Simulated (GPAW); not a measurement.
**How GaN absorbs and reflects light**

Aim: the dielectric function of GaN, and the optical constants that follow from it. The cell comes from an older database entry, whose edges can differ from later determinations, mostly by under a per cent.

Calculated with GPAW 26.7.0; DFT, LDA, plane-wave PAW (GPAW data sets), scalar-relativistic, RPA, optical limit.

The database entry behind the starting cell differs from later determinations by our own check (about 0.3 % short, ideal inner coordinate), so it need not match the best structure at ambient conditions.

## Step 1: The structure

The structure is hexagonal, space group P6_3mc (No. 186). The conventional cell has a = 3.180 Å, b = 3.180 Å, c = 5.166 Å, α = 90.00°, β = 90.00°, γ = 120.00°. Nearest to Ga lie 4 N at 1.94 to 1.95 Å. Nearest to N lie 4 Ga at 1.94 to 1.95 Å. Farther neighbours and most contacts between anions are not listed.

## Step 2: Ground state

First the ground state: is it a metal or has it a gap?

This step: DFT, LDA, plane-wave PAW (GPAW data sets), scalar-relativistic, ground state (GPAW 26.7.0).

gs.py reads:

```python
from ase import Atoms
from ase.dft.bandgap import bandgap
from gpaw import GPAW, PW, FermiDirac

atoms = Atoms(['Ga', 'Ga', 'N', 'N'],
              cell=[[3.180000000000, 0.000000000000, 0.000000000000],
                    [-1.590000000000, 2.753960784000, 0.000000000000],
                    [0.000000000000, 0.000000000000, 5.166000000000]],
              scaled_positions=[[0.666666666700, 0.333333333300, 0.500000000000],
                                [0.333333333300, 0.666666666700, 0.000000000000],
                                [0.666666666700, 0.333333333300, 0.875000000000],
                                [0.333333333300, 0.666666666700, 0.375000000000]],
              pbc=[True, True, True])
atoms.calc = GPAW(mode=PW(500), xc='LDA', kpts={'size': (9, 9, 5), 'gamma': True},
                  occupations=FermiDirac(0.05), maxiter=150, txt='gs.txt')
print('energy (eV)', atoms.get_potential_energy())
print('Fermi level (eV)', atoms.calc.get_fermi_level())
print('valence electrons', atoms.calc.get_number_of_electrons())
print('gap (eV)', bandgap(atoms.calc, output=None)[0])
print('direct gap (eV)', bandgap(atoms.calc, direct=True, output=None)[0])
atoms.calc.write('gs.gpw')
```

The run is started by

```
> OMP_NUM_THREADS=1 python gs.py
```

Numbers of over 12 decimals in the logs are rounded to 6 here.

Output:

```text
__  _  _
 | _ |_)|_||  |
 |__||  | ||/\| - 26.7.0

Versions:
  Python: 3.12.14
  ASE:    3.29.0
  Numpy:  2.5.5
  Scipy:  1.18.1
  Libxc:  7.0.0

Input parameters:
  mode=PW(ecut=500.0),
  kpts=MonkhorstPack(size=(9, 9, 5), gamma=True),
  maxiter=150,
  occupations=Occupations(name='fermi-dirac', width=0.05, fixmagmom=False),
  xc=XC(name='LDA')

Diagonalizing LCAO Hamiltonian
Converting LCAO to pw mode

           N

           Ga
        N

        Ga

Atoms  # Å, Bohr magnetons
|   | symbol |         x |        y |        z |    initial magnetic moments |
| 0 |     Ga |  1.590000 | 0.917987 | 2.583000 | ( 0.0000,  0.0000,  0.0000) |
| 1 |     Ga | -0.000000 | 1.835974 | 0.000000 | ( 0.0000,  0.0000,  0.0000) |
| 2 |      N |  1.590000 | 0.917987 | 4.520250 | ( 0.0000,  0.0000,  0.0000) |
| 3 |      N | -0.000000 | 1.835974 | 1.937250 | ( 0.0000,  0.0000,  0.0000) |

Unit cell  # Å
| periodic |         x |        y |        z |  lengths |     angles |
|      yes |  3.180000 | 0.000000 | 0.000000 | 3.180000 |  90.000000 |
|      yes | -1.590000 | 2.753961 | 0.000000 | 3.180000 |  90.000000 |
|      yes |  0.000000 | 0.000000 | 5.166000 | 5.166000 | 120.000000 |

Number of symmetries: 6
Symmetry operations  # r_c * U_cc + t_c -> r_c
|   | kind |            matrix            |
| 0 |  σ   |  1, 1, 0,  0,-1, 0,  0, 0, 1 |
| 1 |  E   |  1, 0, 0,  0, 1, 0,  0, 0, 1 |
| 2 |  C3  |  0, 1, 0, -1,-1, 0,  0, 0, 1 |
| 3 |  σ   |  0,-1, 0, -1, 0, 0,  0, 0, 1 |
| 4 |  σ   | -1, 0, 0,  1, 1, 0,  0, 0, 1 |
| 5 |  C3  | -1,-1, 0,  1, 0, 0,  0, 0, 1 |

BZ-sampling:
  Number of BZ points: 405
  Number of IBZ points: 50

  Monkhorst-Pack size: [9, 9, 5]
  Monkhorst-Pack shift: [0, 0, 0]

K-points  # in reciprocal-cell coordinates
|     |                                coordinates |     weight |
|   0 | (  0.00000000,   0.00000000,   0.00000000) | 0.00246914 |
|   1 | (  0.00000000,   0.00000000,   0.20000000) | 0.00493827 |
|   2 | (  0.00000000,   0.00000000,   0.40000000) | 0.00493827 |
|   3 | (  0.11111111,   0.00000000,  -0.40000000) | 0.01481481 |
|   4 | (  0.11111111,   0.00000000,  -0.20000000) | 0.01481481 |
|   5 | (  0.11111111,   0.00000000,   0.00000000) | 0.01481481 |
|   6 | (  0.11111111,   0.00000000,   0.20000000) | 0.01481481 |
|   7 | (  0.11111111,   0.00000000,   0.40000000) | 0.01481481 |
|   8 | (  0.22222222,  -0.11111111,   0.00000000) | 0.01481481 |
|   9 | (  0.22222222,  -0.11111111,   0.20000000) | 0.02962963 |
| ... |                                            |            |
|  49 | (  0.44444444,   0.44444444,   0.40000000) | 0.02962963 |

Plane wave coefficients: 1165
Cutoff: 500.0 eV

Spin-components: 1 (collinear spins)
Bands:           14
Projectors:      20
Spin-degeneracy: 2
Datatype:        complex128

Parallelization:
  kpt:    1
  domain: 1
  band:   1

Density:
  Valence electrons: 16.0
  Components: 1
  Grid points: [18 18 27]
  Charge: 0.0  # |e|

Potential:
  Grid points: [18 18 27]

species:
  Ga:
    name:    Gallium
    id:
    Z:       31.0
    valence: 3
    core:    28
    charge:  0.0  # [|e|]
    compensation charges:
      type: gauss
      rc: 0.37  # [Å]
      lmax: 2
    cutoffs:
      filter: 2.06  # [Å]
      core: 4.17  # [Å]
    projectors
    | kind |    occ | energy [eV] | rcut [Å] |
    |   4s |  2.000 |      -9.167 |    1.164 |
    |   4p |  1.000 |      -2.734 |    1.164 |
    |    s |        |      18.045 |    1.164 |
    |    p |        |      24.478 |    1.164 |
    |    d |        |       0.000 |    1.164 |

    Using partial waves for Ga as LCAO basis

  N:
    name:    Nitrogen
    id:
    Z:       7.0
    valence: 5
    core:    2
    charge:  0.0  # [|e|]
    compensation charges:
      type: gauss
      rc: 0.18  # [Å]
      lmax: 2
    cutoffs:
      filter: 1.11  # [Å]
      core: 0.96  # [Å]
    projectors
    | kind |    occ | energy [eV] | rcut [Å] |
    |   2s |  2.000 |     -18.420 |    0.603 |
    |   2p |  3.000 |      -7.237 |    0.529 |
    |    s |        |       8.791 |    0.603 |
    |    p |        |      19.974 |    0.529 |
    |    d |        |       0.000 |    0.577 |

    Using partial waves for N as LCAO basis

Reference energy: -108557.861093  # eV

eigensolver:
  PPCG
  Converge bands: occupied
  niter=2

density mixing:
  MSR1-Mixer
  Pratt-step length: 0.05
  Maximum mixing coefficient: 0.75
  Old densities: 10
  SVD Regularization: 0.005
  Good broyden scale: 1.0
  Trust region scale: 1.0
  Backstep threshold: 4.0
  History deletion threshold: 6.0
  Fourier metric: weight=20.0, sigma=0.015

occupation numbers:
  Fermi-Dirac:
    width: 0.0500  # eV

poisson solver:
  ecut: 4000.0  # eV

xc functional:
  name: None

convergence criteria:
- Maximum [total energy] change in last 3 cyles: 0.0005 eV / valence electron
- Maximum integral of absolute [dens]ity change: 0.0001 electrons / valence electron
- Maximum integral of absolute [eigenst]ate change: 4e-08 eV^2 / valence electron
maximum number of iterations: 150

SCF iterations
|iter     |      energy | eigst |  dens |
|iter:   1||  -29.755152 | -0.32 |       |
|iter:   2||  -28.914743 | -1.71 | -0.58 |
|iter:   3||  -26.557212 | -0.39 | -0.64 |
|iter:   4||  -26.526798 | -2.45 | -1.30 |
|iter:   5||  -26.516311 | -3.31 | -1.61 |
|iter:   6||  -26.516326 | -5.04 | -2.83 |
|iter:   7||  -26.516335c| -5.96 | -3.22 |
|iter:   8||  -26.516333c| -6.45 | -3.83 |
|iter:   9||  -26.516333c| -7.61c| -4.39c|

Converged in 9 steps
SCF loop duration: 22.674 s (2.519 s/step)
Energy contributions relative to reference atoms: (reference = -108557.861093)

Energy contributions:
  Kinetic:          63.555290
  Coulomb:         -54.372894
  Zero:             -0.009360
  External:          0.000000
  Xc:              -35.689369
  Entropy:          -0.000000
  Spinorbit:         0.000000
  ----------------------------
  Free energy:     -26.516333
  Extrapolated:    -26.516333

dipole moment: (-0.000032, -0.000035, -11.601380)  # |e|*Ang

Fermi level: 7.190
Eigenvalues  # (at kpt = [0.000, 0.000, 0.000])
| band index |      eig [eV] | occ [0-2] |
|          0 |        -9.754 |     2.000 |
|          1 |        -7.310 |     2.000 |
|          2 |        -0.975 |     2.000 |
|          3 |         5.156 |     2.000 |
|          4 |         5.156 |     2.000 |
|          5 |         6.175 |     2.000 |
|          6 |         6.267 |     2.000 |
|          7 |         6.267 |     2.000 |
|          8 |         8.237 |     0.000 |
|          9 |        10.487 |     0.000 |
|         10 |        15.487 |     0.000 |
|         11 |        16.028 |     0.000 |
|         12 |        16.028 |     0.000 |
|         13 |        16.960 |     0.000 |

Gap: 1.969 eV
Transition (v -> c):
  (s=0, k=0, n=7, [0.00, 0.00, 0.00]) -> (s=0, k=0, n=8, [0.00, 0.00, 0.00])
No difference between direct/indirect transitions

--- standard output ---
energy (eV) -26.516333
Fermi level (eV) 7.190271
valence electrons 16.0
gap (eV) 1.969500
direct gap (eV) 1.969500
```

The job ended after 26 s (1 thread of Arm Neoverse N1, shared host; peak memory 0.15 GiB).

Read-outs, printed or worked out from the files:

- energy: -26.52 eV
- Fermi energy: 7.190 eV
- gap on the k-mesh: 1.969 eV
- direct gap on the mesh: 1.969 eV
- electrons: 16

There is a gap, 1.97 eV on this mesh (points off the mesh can give less), so no carriers' term is needed.

## Step 3: Bands for the response

The response needs many more empty bands than the density does.

This step: DFT, LDA, plane-wave PAW (GPAW data sets), scalar-relativistic, bands at fixed density (GPAW 26.7.0).

nscf.py reads:

```python
from ase.dft.bandgap import bandgap
from gpaw import GPAW, FermiDirac

calc = GPAW('gs.gpw').fixed_density(kpts={'size': (12, 12, 6), 'gamma': True}, nbands=37, convergence={'bands': 31},
                                    occupations=FermiDirac(0.001), txt='nscf.txt')
print('gap (eV)', bandgap(calc, output=None)[0])
print('direct gap (eV)', bandgap(calc, direct=True, output=None)[0])
print('top band over the Fermi level (eV)', min(calc.get_eigenvalues(kpt=k)[30] for k in range(len(calc.get_ibz_k_points()))) - calc.get_fermi_level())
calc.write('full.gpw', mode='all')
```

The run is started by

```
> OMP_NUM_THREADS=1 python nscf.py
```

Output:

```text
Diagonalizing LCAO Hamiltonian
Converting LCAO to pw mode
convergence criteria:
- Maximum integral of absolute [eigenst]ate change: 4e-08 eV^2 / valence electron
maximum number of iterations: 150

SCF iterations
|iter     |      energy | eigst |  dens |
|iter:   1||             | +3.10 |       |
|iter:   2||             | +1.37 |       |
|iter:   3||             | -0.01 |       |
|iter:   4||             | -1.06 |       |
|iter:   5||             | -2.26 |       |
|iter:   6||             | -3.50 |       |
|iter:   7||             | -4.72 |       |
|iter:   8||             | -5.84 |       |
|iter:   9||             | -6.92 |       |
|iter:  10||             | -7.48c|       |
SCF steps: 10
  __  _  _
 | _ |_)|_||  |
 |__||  | ||/\| - 26.7.0

Versions:
  Python: 3.12.14
  ASE:    3.29.0
  Numpy:  2.5.5
  Scipy:  1.18.1
  Libxc:  7.0.0

Input parameters:
  mode=PW(ecut=500.0),
  convergence={'bands': 31},
  gpts=array([18, 18, 27]),
  kpts=MonkhorstPack(size=(12, 12, 6), gamma=True),
  maxiter=150,
  nbands=37,
  occupations=Occupations(name='fermi-dirac', width=0.001, fixmagmom=False),
  parallel={},
  xc=XC(name='LDA')

--- standard output ---
gap (eV) 1.969500
direct gap (eV) 1.969500
top band over the Fermi level (eV) 26.586720
```

It took 2.2 min on 1 thread; peak memory 0.24 GiB.

## Step 4: Dielectric function, RPA

Transitions between filled and empty bands, summed over the zone, give the optical response, so mesh, band count and broadening shape it.

The induced potential is part of this response.

This step: DFT, LDA, plane-wave PAW (GPAW data sets), scalar-relativistic, RPA, optical limit (GPAW 26.7.0).

df.py reads:

```python
from gpaw.response.df import DielectricFunction

df = DielectricFunction('full.gpw', frequencies={'type': 'nonlinear', 'domega0': 0.03, 'omega2': 8},
                        ecut=50,
                        eta=0.15,
                        nbands=31,
                        txt='df.txt')
for direction in ['x', 'z']:
    df.get_dielectric_function(xc='RPA', direction=direction, filename=f'df_{direction}.csv')
```

The run is started by

```
> OMP_NUM_THREADS=1 python df.py
```

Output:

```text
Using integrator: PointIntegrator
NonLinearFrequencyDescriptor(from 0.000 to 46.201 eV, 455 points)
Nonperiodic BCs:  [False False False]
Using integrator: PointIntegrator
NonLinearFrequencyDescriptor(from 0.000 to 46.201 eV, 455 points)
Nonperiodic BCs:  [False False False]

Calculating chi0 body with:
    Ground state adapter containing:
    Number of spins: 1
    Number of kpoints: 864
    Number of irreducible kpoints: 100
    Number of completely occupied states: 8
    Number of partially occupied states: 8

    Linear response parametrization:
    q_c: [0.0, 0.0, 0.0]
    Number of frequency points: 455
    Planewave cutoff: 50.0
    Number of bands: 31
    Number of planewaves: 35
    Broadening (eta): 0.15

Integrating chi0 body.

Symmetries of q_c:
    Direct symmetries (Uq -> q): 6
    Indirect symmetries (TUq -> q): 6
In total 12 allowed symmetries.

100 groups of equivalent kpoints. 88.425926% reduction.

Integral kind: spectral function

Calculating chi0 optical extensions with:
    Ground state adapter containing:
    Number of spins: 1
    Number of kpoints: 864
    Number of irreducible kpoints: 100
    Number of completely occupied states: 8
    Number of partially occupied states: 8

    Linear response parametrization:
    Number of frequency points: 455
    Planewave cutoff: 50.0
    Number of bands: 31
    Number of planewaves: 35
    Broadening (eta): 0.15
Integrating chi0 head and wings.

Symmetries of q_c:
    Direct symmetries (Uq -> q): 6
    Indirect symmetries (TUq -> q): 6
In total 12 allowed symmetries.

100 groups of equivalent kpoints. 88.425926% reduction.

Integral kind: spectral function wings
```

The job ended after 19 s (1 thread; peak memory 0.23 GiB).

This step gave:

| Property | Result |
| --- | --- |
| electronic dielectric constant ε∞, mean over x, y and z (by symmetry where fewer were run) | 5.698 |
| main peak of Im epsilon, first axis | 6.361 eV |

The Im ε has structure finer than the step of the table below, so its rows give means over 0.25 eV, whole bins alone (the curve runs from 0 to 14.0 eV). Peaks (eV: height): E ∥ x 6.387: 7.85, 8.704: 6.22, 11.633: 5.27; E ∥ z 2.701: 2.24, 5.867: 11.0, 6.494: 9.07, 7.496: 8.98, 10.808: 6.52.

Values under the direct gap are tails of Lorentzian lines. Im ε against photon energy; means over each step:

```csv
photon energy (eV),E ∥ x,E ∥ z
0.25,0.0119,0.0120
0.50,0.0246,0.0248
0.75,0.0395,0.0395
1.00,0.0590,0.0581
1.25,0.0887,0.0849
1.50,0.149,0.133
1.75,0.367,0.265
2.00,0.736,0.717
2.25,0.499,0.632
2.50,0.988,1.00
2.75,1.43,1.92
3.00,1.20,0.951
3.25,2.00,1.30
3.50,1.53,1.88
3.75,1.51,1.81
4.00,2.07,2.30
4.25,2.01,2.27
4.50,1.88,1.85
4.75,2.47,2.66
5.00,3.43,3.55
5.25,3.53,3.10
5.50,4.74,4.03
5.75,6.37,8.95
6.00,6.07,8.38
6.25,7.19,7.08
6.50,7.32,8.60
6.75,6.35,6.79
7.00,6.50,6.40
7.25,6.66,7.11
7.50,6.48,8.52
7.75,6.79,6.15
8.00,6.69,4.73
8.25,5.64,4.98
8.50,5.67,3.97
8.75,6.03,3.99
9.00,5.19,3.78
9.25,4.17,3.98
9.50,4.52,3.86
9.75,4.34,4.08
10.00,3.99,3.63
10.25,3.74,3.20
10.50,3.84,4.19
10.75,4.16,6.16
11.00,4.29,5.85
11.25,4.96,6.15
11.50,5.24,6.37
11.75,5.15,6.22
12.00,4.70,5.17
12.25,4.18,4.25
12.50,3.89,3.33
12.75,3.67,2.82
13.00,3.03,2.39
13.25,2.42,2.21
13.50,2.22,2.04
13.75,2.23,1.99
```

The Re ε by photon energy:

```csv
photon energy (eV),E ∥ x,E ∥ z
0.0,5.66,5.77
0.5,5.70,5.81
1.0,5.83,5.94
1.5,6.13,6.22
2.0,6.18,6.67
2.5,6.94,7.15
3.0,6.66,6.18
3.5,6.03,6.85
4.0,6.64,6.81
4.5,6.90,6.94
5.0,7.29,7.49
5.5,8.38,10.0
6.0,5.98,3.54
6.5,3.92,3.71
7.0,3.86,3.06
7.5,2.93,1.49
8.0,1.49,0.439
8.5,1.62,0.460
9.0,-0.193,1.16
9.5,0.689,1.37
10.0,0.301,1.13
10.5,0.901,3.30
11.0,1.02,0.993
11.5,0.168,-0.259
12.0,-1.22,-2.35
12.5,-1.58,-2.61
13.0,-2.13,-1.93
13.5,-1.38,-1.39
```

Values under the direct gap are tails of Lorentzian lines. The loss function −Im 1/ε at q → 0 by energy loss; read off at these points:

```csv
energy loss (eV),E ∥ x,E ∥ z
0.00,0,0
0.50,7.5e-4,7.3e-4
1.00,0.00172,0.00164
1.50,0.00387,0.00336
2.00,0.0212,0.0171
2.50,0.0192,0.0176
3.00,0.0239,0.0225
3.50,0.0392,0.0376
4.00,0.0440,0.0455
4.50,0.0361,0.0340
5.00,0.0542,0.0524
5.50,0.0507,0.0330
6.00,0.0835,0.103
6.50,0.105,0.0947
7.00,0.114,0.128
7.50,0.129,0.108
8.00,0.141,0.217
8.50,0.163,0.254
9.00,0.191,0.244
9.22,0.246,0.222
9.50,0.211,0.233
10.00,0.248,0.252
10.17,0.266,0.255
10.50,0.248,0.149
11.00,0.223,0.169
11.50,0.191,0.156
12.00,0.198,0.160
12.50,0.221,0.186
13.00,0.221,0.254
13.50,0.325,0.335
13.77,0.357,0.347
```

The reflectivity at normal incidence has structure finer than the step of the table below, so its rows give means over 0.5 eV, whole bins alone (the curve runs from 0 to 14.0 eV). Peaks (eV: height): E ∥ x 6.39: 31.7, 8.09: 32.2, 8.96: 32.7, 13.00: 45.4; E ∥ z 2.62: 21.8, 5.87: 37.8, 6.55: 35.0, 7.61: 39.8, 8.27: 30.4, 12.50: 49.0.

The reflectivity at normal incidence by photon energy; means over each step:

```csv
photon energy (eV),E ∥ x (%),E ∥ z (%)
0.5,16.8,17.1
1.0,17.2,17.5
1.5,18.1,18.3
2.0,18.6,19.3
2.5,19.9,20.6
3.0,19.9,19.0
3.5,19.2,20.9
4.0,20.7,21.3
4.5,21.5,21.9
5.0,24.3,24.6
5.5,27.6,29.3
6.0,28.6,32.8
6.5,30.1,32.7
7.0,28.5,28.9
7.5,29.2,35.9
8.0,31.3,30.0
8.5,28.9,25.7
9.0,31.2,22.1
9.5,26.3,21.9
10.0,25.5,20.7
10.5,22.8,21.2
11.0,24.7,30.4
11.5,31.0,35.8
12.0,36.4,44.1
12.5,38.2,47.6
13.0,43.7,45.6
13.5,39.8,41.4
```

The Im ε, E ∥ x has structure finer than the step of the table below, so its rows give means over 0.5 eV, whole bins alone (the curve runs from 0 to 14.0 eV). Peaks (eV: height): without local fields 6.39: 8.01, 7.79: 7.73, 8.70: 7.30, 11.25: 6.66; with local fields 6.39: 7.85, 8.70: 6.22, 11.63: 5.27.

Values under the direct gap are tails of Lorentzian lines. The Im ε, E ∥ x by photon energy; means over each step:

```csv
photon energy (eV),without local fields,with local fields
0.5,0.0247,0.0249
1.0,0.0596,0.0602
1.5,0.162,0.166
2.0,0.592,0.609
2.5,0.981,1.01
3.0,1.36,1.42
3.5,1.54,1.62
4.0,1.86,1.95
4.5,1.89,1.98
5.0,3.11,3.24
5.5,4.76,4.86
6.0,6.29,6.36
6.5,7.33,7.16
7.0,6.92,6.53
7.5,7.26,6.56
8.0,7.39,6.55
8.5,6.65,5.71
9.0,6.06,5.13
9.5,5.53,4.38
10.0,5.13,3.99
10.5,5.25,3.88
11.0,6.07,4.40
11.5,6.11,5.22
12.0,4.45,4.68
12.5,3.34,3.90
13.0,2.44,3.05
13.5,1.94,2.24
```

At chosen wavelengths:

```csv
wavelength (nm),n x,k x,R (%) x,1/α x,n z,k z,R (%) z,1/α z
1550,2.40,0.009,17.0,14 µm,2.42,0.009,17.3,14 µm
1064,2.43,0.016,17.4,5.4 µm,2.45,0.015,17.7,5.6 µm
633,2.52,0.165,18.8,306 nm,2.59,0.124,19.8,407 nm
450,2.51,0.296,19.0,121 nm,2.51,0.426,19.6,84 nm
308,2.60,0.413,20.8,59 nm,2.64,0.454,21.5,54 nm
248,2.77,0.642,24.3,31 nm,2.81,0.646,24.8,31 nm
193,2.60,1.491,31.5,10 nm,2.73,1.602,33.8,9.6 nm
```

Below the direct gap, k and the depth come from the tails of the Lorentzian lines, not from transitions.

Rows near the edge hang on the gap, which this functional as a rule makes too small, and phonon-assisted absorption is left out.

At 1064 nm the birefringence n(z) − n(x) is +0.022: the crystal is uniaxial positive at this level.

## Step 5: Outcome

* electronic dielectric constant ε∞, mean over x, y and z (by symmetry where fewer were run) (RPA): 5.70
* main peak of Im epsilon, first axis: 6.36 eV

What this shows: At this level (LDA, RPA) GaN has a mean ε∞ = 5.70 and n = 2.40 at 1550 nm (E ∥ x), and Im ε peaks at 6.4 eV (E ∥ x). On the mesh the gap is 1.97 eV and the least direct gap 1.97 eV. Local fields change the static value along x from 5.86 to 5.66 (-3 %). Distinct maxima of Im ε, read by a parabola through the highest points, lie at 5.82 eV (6.6), 6.36 eV (7.9), 7.15 eV (6.8) and 7.82 eV (6.9) for E ∥ x. The static values by axis are 5.66 (x), 5.77 (z). At 1064 nm the birefringence n(z) − n(x) is +0.022: the crystal is uniaxial positive at this level. Excitons and phonon-assisted transitions are missing; LDA gaps are as a rule too small, which pulls the onset down and ε∞ up. The sum runs over mesh points, so small or evenly spaced maxima can still be ripples of the mesh.

[Machine, clock and banner lines and Python warnings are left out of the logs.]

[Logs are printed without paths, hosts, clocks, repeated set-up lines and the standing remarks that a program may print on its own settings, such as how far it seeks lower states.]

[Hosts, paths, dates, database ids (printed as entryN), source tags and the programs' standing remarks are cut or masked in the printed files.]
